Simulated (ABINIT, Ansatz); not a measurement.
Computed results, one entry a study.

```cif
data_k2h6pt
_symmetry_space_group_name_H-M 'Fm-3m'
_symmetry_Int_Tables_number 225
_cell_length_a 8.1200
_cell_length_b 8.1200
_cell_length_c 8.1200
_cell_angle_alpha 90.000
_cell_angle_beta 90.000
_cell_angle_gamma 90.000
_cell_volume 535.40
loop_
_atom_site_label
_atom_site_type_symbol
_atom_site_symmetry_multiplicity
_atom_site_Wyckoff_symbol
_atom_site_fract_x
_atom_site_fract_y
_atom_site_fract_z
_atom_site_occupancy
K1 K 8 c 0.25000 0.25000 0.75000 1
H1 H 24 e 0.00000 0.00000 0.79786 1
Pt1 Pt 4 a 0.00000 0.00000 0.00000 1
_calc_subject 'K2H6Pt (Fm-3m): one start, several treatments of the self-energy'
_calc_method 'RPA screening on LDA, plane waves, norm-conserving pseudopotentials (and 3 further levels or steps)'
_calc_program 'ABINIT 10.8.3'
_calc_settings 'cutoff 34 Ha, PseudoDojo scalar-relativistic 0.4.1 standard, norm-conserving, ngkpt (2, 2, 2), nband 109, ecuteps 4.2 Ha, gwcalctyp 2, nfreqre 16, nfreqim 8, inclvkb 2, freqremax 40 eV, spmeth 1, nomegasf 120, shiftk (0, 0, 0), symchi 1, awtr 1, frequency cd, 2×2×2 k-mesh'
_calc_cost '8 runs, 4.4 min in all on 4 MPI ranks of Arm Neoverse V1, shared host'
_calc_notes 'The program’s warnings: Min real frequency set to default [Ha] = and nproc spkpt=  >= nkpt= * nsppol=. The cell and positions are those that the Materials Project relaxed with its own functionals (PBE, PBE+U or r2SCAN), kept fixed. Limits: no spin polarisation; d states lean on the start; no spin-orbit coupling. The 2×2×2 mesh is coarse for this cell, which bears on the long-range parts of exchange and screening. The runs have no spin polarisation. For a closed low-spin shell that is the natural state; where a d or f shell is open it is a constraint, and the gap is then not the crystal’s own.'
_calc_g0w0_godby_needs_plasmon_pole '6.066 eV'
_calc_g0w0_engel_farid_plasmon_pole '6.166 eV'
_calc_g0w0_hybertsen_louie_plasmon_pole '6.292 eV'
_calc_one_shot_hartree_fock '10.563 eV'
_calc_g0w0_contour_deformation '5.977 eV'
_calc_known_limits 'short of the basis limit; no spin polarisation; d states lean on the start; no spin-orbit coupling; coarse k mesh'
```

[Long decimals in the printed logs are rounded to 6 places.]

[Logs are printed without paths, hosts, clocks, repeated set-up lines and the standing remarks that a program may print on its own settings, such as how far it seeks lower states.]

[Paths, hosts, dates, memory and timing lines, banners, echoed tables and standing remarks are left out of the program output; an Ansatz launch command may be rebuilt from the run's recorded settings. Measured values are a selection of at most five: reports struck by readers or far from the other reports are left out. None is set beside runs whose start may be inverted or whose files or cutoffs have a known fault.]

[Runs of the session that timed out or met a known fault of the program may be left out.]

[Hosts, paths, dates, database ids (printed as entryN), source tags and the programs' standing remarks are cut or masked in the printed files.]

[G0W0 gaps are taken among the corrected bands and points alone; a level outside them can change the order at an edge.]

[Where Ansatz stands beside ABINIT at settings called matched, ABINIT's density can come from a denser mesh and the files from another edition; pairs whose starting gaps differed by over 0.03 eV were left out, so agreement reads better than it is.]
